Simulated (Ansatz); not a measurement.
# Lattice dynamics of NaVF3 (Pm-3m), part 2 of 2

Task: relax NaVF3 (Pm-3m), then find its harmonic phonons.

Ansatz 0.2.0; DFT PBEsol, scalar-relativistic, plane waves, PAW; PAW set soft_1.

So far. Step 5 (The orders compared): The start carried on is the antiferromagnetic, q = (0.5, 0.5, 0.5) one. The relaxed cell has a = 4.040 Å (conventional setting).

## Step 8: Tight relaxation

Phonons need a cell at rest on their own settings, so the relaxation is repeated with tight tolerances on forces and stress, using the mesh and the filling of the phonon run that follows.

Contents of input.yaml:

```yaml
crystal:
  lattice:
    - [4.0396459696, 4.0396459696, 0.0]
    - [4.0396459696, 0.0, 4.0396459696]
    - [4.0396459696, 0.0, -4.0396459696]
  atoms:
    - { symbol: Na, position: [0.0, 0.0, 0.0] }
    - { symbol: Na, position: [0.0, 0.5, 0.5] }
    - { symbol: V, position: [0.5, 0.25, 0.75], spin: 2.3 }
    - { symbol: V, position: [0.5, 0.75, 0.25], spin: -2.3 }
    - { symbol: F, position: [0.5, 0.0, 0.5] }
    - { symbol: F, position: [0.5, 0.5, 0.0] }
    - { symbol: F, position: [0.0, 0.5, 0.0] }
    - { symbol: F, position: [0.0, 0.0, 0.5] }
    - { symbol: F, position: [0.5, 0.0, 0.0] }
    - { symbol: F, position: [0.5, 0.5, 0.5] }
kpoints:
  mp_grid: { grid: [12, 12, 12] }
hamiltonian:
  xc: pbesol
  pseudopotentials: { kind: paw, azcp: { folder: soft_1 }, xc_functional: pbe }
scf:
  occupations: { method: gaussian, width: 0.15 }
output:
  forces: true
  stress: true
  eigenvalues: true
  populations: true
magnetization:
  spin_polarized: true
relax:
  adjacent_minimum: "off"
  f_tol: 0.001
  max_steps: 60
  cell: { stress_tol: 0.01 }
```

The run is started by

```sh
$ ansatz run input.yaml --threads 4 --pin off --max-ram 10240MiB --backend cpu --events-out ev --progress --plain --runs-dir out
```

Numbers of over 12 decimals in the logs are rounded to 6 here.

Log:

```text
[...]
Crystal: 10 atoms, lattice volume = 131.844 Å³
Basis set: ecut = 420 eV, 2637 PW (Γ), exchange–correlation on 80×80×80 points (8 copies of the dense FFT grid, shifted against one another)
Bands: 56, of which v1, the nominal top of the filled ones, is band 43 counted from 1 (42 counted from 0)
Symmetry: 48 space group operations
[...]
site symbol       q [e]    m [muB]
     0     Na      8.2148    -0.0000
     1     Na      8.2148    -0.0000
     2      V     11.9020     2.8015
     3      V     11.9020    -2.8015
     4      F      7.5842     0.0000
     5      F      7.5842     0.0000
     6      F      7.5842     0.0000
     7      F      7.5842     0.0000
     8      F      7.5842     0.0000
     9      F      7.5842     0.0000
  spilling = 0.003038 (of n_electrons = 86.000000)
[key lines of the parts left out:]
SCF converged after 8 iterations
Magnetization: 0.0000 μB (43.0000 up, 43.0000 down)
Free energy (F): -13532.859776 eV
Fermi energy:    8.248444 eV
P = ⅓ Tr σ = -0.0084 GPa (-0.084 kbar)
```

Run time: 33 s. Hardware: 4 threads of Arm Neoverse V2, shared host; peak memory 0.98 GiB.

Little changed from the start: no atom moved by 0.005 Å and no cell edge by 0.1 %.

This step gave:

```yaml
absolute_magnetization: 5.745 μB
pressure: -0.008445 GPa
```

The forces vanish by symmetry and the pressure is -0.008 GPa, within the tolerances set. The cell now holds 13.18 Å³/atom.

## Step 9: Modes at Γ

The zone centre is the only wavevector solved here; it holds the modes that light can see, as far as symmetry allows. No field response is asked, since the mesh shows no gap.

input.yaml, the sections that differ from step 8:

```yaml
crystal:
  lattice:
    - [4.0394753836, 4.0394753836, 0.0]
    - [4.0394753836, 0.0, 4.0394753836]
    - [4.0394753836, 0.0, -4.0394753836]
  atoms:
    - { symbol: Na, position: [0.0, 0.0, 0.0] }
    - { symbol: Na, position: [0.0, 0.5, 0.5] }
    - { symbol: V, position: [0.5, 0.25, 0.75], spin: 2.3 }
    - { symbol: V, position: [0.5, 0.75, 0.25], spin: -2.3 }
    - { symbol: F, position: [0.5, 0.0, 0.5] }
    - { symbol: F, position: [0.5, 0.5, 0.0] }
    - { symbol: F, position: [0.0, 0.5, 0.0] }
    - { symbol: F, position: [0.0, 0.0, 0.5] }
    - { symbol: F, position: [0.5, 0.0, 0.0] }
    - { symbol: F, position: [0.5, 0.5, 0.5] }
output:
  eigenvalues: true
  populations: true
phonons:
  method: dfpt
# kpoints, hamiltonian, scf, magnetization: as in step 8
# relax: removed
```

Log:

```text
zone centre: on kpoints.mp_grid the ground state, and the responses unless they are solved on pairs of k-points, stand on 476 of the mesh's 1728 k-points, reduced under 2 symmetry operations, with k and −k counted as one. Each operation leaves every solved displacement unchanged or reverses it
[...]
Crystal: 10 atoms, lattice volume = 131.827 Å³
Basis set: ecut = 420 eV, 2637 PW (Γ), exchange–correlation on 80×80×80 points (8 copies of the dense FFT grid, shifted against one another)
Bands: 56, of which v1, the nominal top of the filled ones, is band 43 counted from 1 (42 counted from 0)
Symmetry: 48 space group operations
[...]
k-points: 72 of 1728
[...]
Starting moments: Σ|m| = 4.6 μB on 2 of 10 sites
[...]
SCF 1 converged in 11 iterations: F = -13532.859776 eV  dr2 = 3.84e-9
[...]
a single point of the input's cell can leave the moments in the input for a lower state (scf.lower_state_search): this run first made a single point of its cell. This run's own SCFs start from the density of the state that the single point found, with the moments in the input. The single point stayed on the moments in the input.
k-points: 476 of 1728 (irreducible under 2 space group operations, time reversal used)
[...]
Stability of the state it starts from, as read at its close in the collinear treatment: not read negative (Ritz values of 1 − χ₀K, real part plus size of imaginary part, from 0.94 to 1.0, by its mixing steps under the symmetry group of the SCF that read it); its run was given moments
[...]
SCF iter   6: F=-13532.859776 eV  HF=-13532.859776 eV  |F-HF|=3.64e-12  |Δ(HF+E_count)|=  7.28e-12  Δρ=2.72e-8 (↑2.72e-8 ↓2.72e-8)  dr2=4.68e-12  dr2_m=7.22e-14  M=0.000 μB ∫|m|=5.754 μB  ethr=1.00e-12  ⟨swp⟩=3.6  Hψ=87607  notcnv=0
SCF 2 converged in 6 iterations: F = -13532.859776 eV  dr2 = 4.68e-12
DFPT response loops at Γ: preconditioner auto → none (partly filled bands, converged f_vac=0.168); β = 0.30; Broyden in place of MSR1
the response loops of the zone centre start from zero, take more passes and end by a threshold: the memory limit or budget leaves too little room for the subspace of the ground state's own states beside the solves, or none could be made (phonons.method)
SCF converged after 6 iterations
Magnetization: 0.0000 μB (43.0000 up, 43.0000 down)
Absolute magnetization: 5.7450 μB (∫|ρ↑−ρ↓|, with the PAW one-centre terms)
[...]
Per-site moments (μB) at R_I (Å): [(-2.0358693246422583e-16, 1.178240), (2.0358693246422595e-16, 1.178240), (2.090701, 0.833142), (-2.090701, 0.833142), (-1.4922854836862213e-17, 0.833142), (1.4922854836862253e-17, 0.833142), (1.7215965651221732e-17, 0.833142), (-1.7215965651221692e-17, 0.833142), (-3.4171640751619204e-17, 0.833142), (3.417164075161921e-17, 0.833142)]
Free energy (F): -13532.859776 eV
[...]
Internal energy: -13532.840781 eV  (E = F + TS)
E sigma→0 (E₀):  -13532.850278 eV
Entropy (-TS):   -0.018995 eV (-1.899 meV/atom)
Fermi energy:    8.248443 eV
[...]
--- Band table (eV; the first three rows and the last of 952) ---
  k-point 0 ↑: bands = [... 39 lower, 1.9681, 7.8067, 7.8067, 7.8067, 7.8929, 9.7478, 9.7478, 10.7930, ... 9 higher]
  k-point 1 ↑: bands = [... 39 lower, 1.9575, 7.8176, 7.8205, 7.8205, 7.9760, 9.7791, 9.7791, 10.7764, ... 9 higher]
  k-point 2 ↑: bands = [... 39 lower, 1.9267, 7.8459, 7.8582, 7.8582, 8.2165, 9.8686, 9.8686, 10.7355, ... 9 higher]
  k-point 475 ↓: bands = [... 39 lower, 1.9596, 7.8345, 8.0653, 8.0653, 9.7754, 9.8909, 10.6000, 10.6799, ... 9 higher]
--- Phonons (Γ-DFPT): 5 representative perturbations + reference, on 476 of 1728 k-points (Σ response iterations 39) ---
  k mesh reduced under 2 symmetry operations, with k and −k counted as one. Each operation leaves every solved displacement unchanged or reverses it
  ASR residual: 5.635e-5 → 0.000e0 eV/Å²; symmetrization residual: 6.476e-6 eV/Å²
  ASR residual per site (eV/Å²): 4.36e-5 4.36e-5 3.32e-6 3.31e-6 5.63e-5 5.63e-5 5.63e-5 5.63e-5 5.63e-5 5.63e-5
  Γ frequencies (cm⁻¹): -127.12 -127.12 -127.12 -83.63 -83.63 -83.63 -77.25 -77.25 -77.25 0.00 0.00 0.00 121.89 121.89 121.89 169.10 169.10 169.10 201.38 201.38 201.38 328.28 328.28 328.28 485.04 485.04 487.21 516.09 516.09 516.09
  non-analytic LO–TO correction: not included (Born effective charges unavailable; polar crystals: no LO–TO splitting at Γ)
--- Löwdin populations: 10 sites ---
  site symbol       q [e]    m [muB]
     0     Na      8.2148     0.0000
     1     Na      8.2148     0.0000
     2      V     11.9020     2.8015
     3      V     11.9020    -2.8015
     4      F      7.5842     0.0000
     5      F      7.5842     0.0000
     6      F      7.5842     0.0000
     7      F      7.5842     0.0000
     8      F      7.5842     0.0000
     9      F      7.5842     0.0000
  spilling = 0.003038 (of n_electrons = 86.000000)
```

The job ended after 31 min (4 threads; peak memory 6.4 GiB; 2 h of CPU time).

This step gave:

- sum-rule residual before enforcement: 5.63e-5 eV/Å²
- highest optical mode at the zone centre (no LO-TO term): 516.1 cm⁻¹
- lowest optical zone-centre mode: -127.1 cm⁻¹

Patterns of degenerate modes are one choice out of their space. Modes at Γ, with each element's share of the kinetic energy (negative means imaginary):

| mode | frequency (cm⁻¹) | Na % | V % | F % |
| --- | --- | --- | --- | --- |
| 1 | -127.1 | 0 | 0 | 100 |
| 2 | -127.1 | 0 | 0 | 100 |
| 3 | -127.1 | 0 | 0 | 100 |
| 4 | -83.6 | 72 | 0 | 28 |
| 5 | -83.6 | 72 | 0 | 28 |
| 6 | -83.6 | 72 | 0 | 28 |
| 7 | -77.2 | 76 | 2 | 23 |
| 8 | -77.2 | 76 | 2 | 23 |
| 9 | -77.2 | 76 | 2 | 23 |
| 10 | 0.0 | 18 | 39 | 44 |
| 11 | 0.0 | 18 | 39 | 44 |
| 12 | 0.0 | 18 | 39 | 44 |
| 13 | 121.9 | 0 | 0 | 100 |
| 14 | 121.9 | 0 | 0 | 100 |
| 15 | 121.9 | 0 | 0 | 100 |
| 16 | 169.1 | 28 | 0 | 72 |
| 17 | 169.1 | 28 | 0 | 72 |
| 18 | 169.1 | 28 | 0 | 72 |
| 19 | 201.4 | 7 | 31 | 62 |
| 20 | 201.4 | 7 | 31 | 62 |
| 21 | 201.4 | 7 | 31 | 62 |
| 22 | 328.3 | 0 | 100 | 0 |
| 23 | 328.3 | 0 | 100 | 0 |
| 24 | 328.3 | 0 | 100 | 0 |
| 25 | 485.0 | 0 | 0 | 100 |
| 26 | 485.0 | 0 | 0 | 100 |
| 27 | 487.2 | 0 | 0 | 100 |
| 28 | 516.1 | 0 | 28 | 72 |
| 29 | 516.1 | 0 | 28 | 72 |
| 30 | 516.1 | 0 | 28 | 72 |

Displacements in mode 1 (-127.1 cm⁻¹), the largest set to 1:
```
Na1  0.00  0.00  0.00
Na2  0.00  0.00  0.00
V3   0.00  0.00  0.00
V4   0.00  0.00  0.00
F5   0.00  0.90 -0.86
F6   0.00 -0.90  0.86
F7  -0.90  0.00  1.00
F8   0.90  0.00 -1.00
F9   0.86 -1.00  0.00
F10 -0.86  1.00  0.00
```

Displacements in mode 28 (516.1 cm⁻¹), the largest set to 1:
```
Na1  0.00  0.00  0.00
Na2  0.00  0.00  0.00
V3   0.00 -0.07 -0.38
V4   0.00 -0.07 -0.38
F5   0.00  0.00  0.01
F6   0.00  0.00  0.01
F7   0.00  0.18  0.01
F8   0.00  0.18  0.01
F9   0.00  0.00  1.00
F10  0.00  0.00  1.00
```

Before it was imposed, the acoustic sum rule was missed by 5.6e-5 eV/Å². Small misses are needed for a sound result but don't prove that mesh and cutoff are converged. The lowest optical mode is imaginary, 127.1i cm⁻¹, so the energy falls along it.

## Step 10: Results

```yaml
space_group_after_relaxation_within_0p01_a: Pm-3m
volume_per_atom: 13.2 Å³
electronic_character: no gap on this mesh
highest_optical_mode_at_the_zone_centre_no_lo_to_term: 516 cm⁻¹
lowest_optical_zone_centre_mode: -127 cm⁻¹
imaginary_modes_at_gamma_the_only_wavevector_solved: yes
net_magnetic_moment_of_the_cell_as_run: 0 μB
```

In words: A zone-centre mode is imaginary (127.1i cm⁻¹), so this structure is not a minimum of the energy. The optical modes at Γ span -127 to 516 cm⁻¹ (negative means imaginary). No dispersion was computed. The highest mode in this list at Γ, 516.1 cm⁻¹, is mostly motion of F (72 % of the kinetic energy). The magnetic order is imposed (antiferromagnetic, q = (0.5, 0.5, 0.5), in the reciprocal basis of the primitive cell) and the runs use its cell of 10 atoms, a multiple of the chemical cell, so that Γ here also holds zone-boundary modes of the chemical cell; it can lower the symmetry of the database entry. The magnetic state is the one that the run reached from its starting moments; a lower one was not ruled out. With no gap, or one that is small against the smearing, the frequencies hang on the k mesh and the smearing, most of all near Kohn anomalies. A semilocal functional can close a gap that the real compound would have, so the metallic treatment may be an artefact of the level. The PAW files were made for PBE and serve the other functionals too. These are harmonic frequencies at zero temperature: anharmonic shifts, linewidths and thermal expansion are left out.

[Logs are printed without paths, hosts, clocks, repeated set-up lines and the standing remarks that a program may print on its own settings, such as how far it seeks lower states.]

[Hosts, paths, dates, database ids (printed as entryN), source tags and the programs' standing remarks are cut or masked in the printed files.]
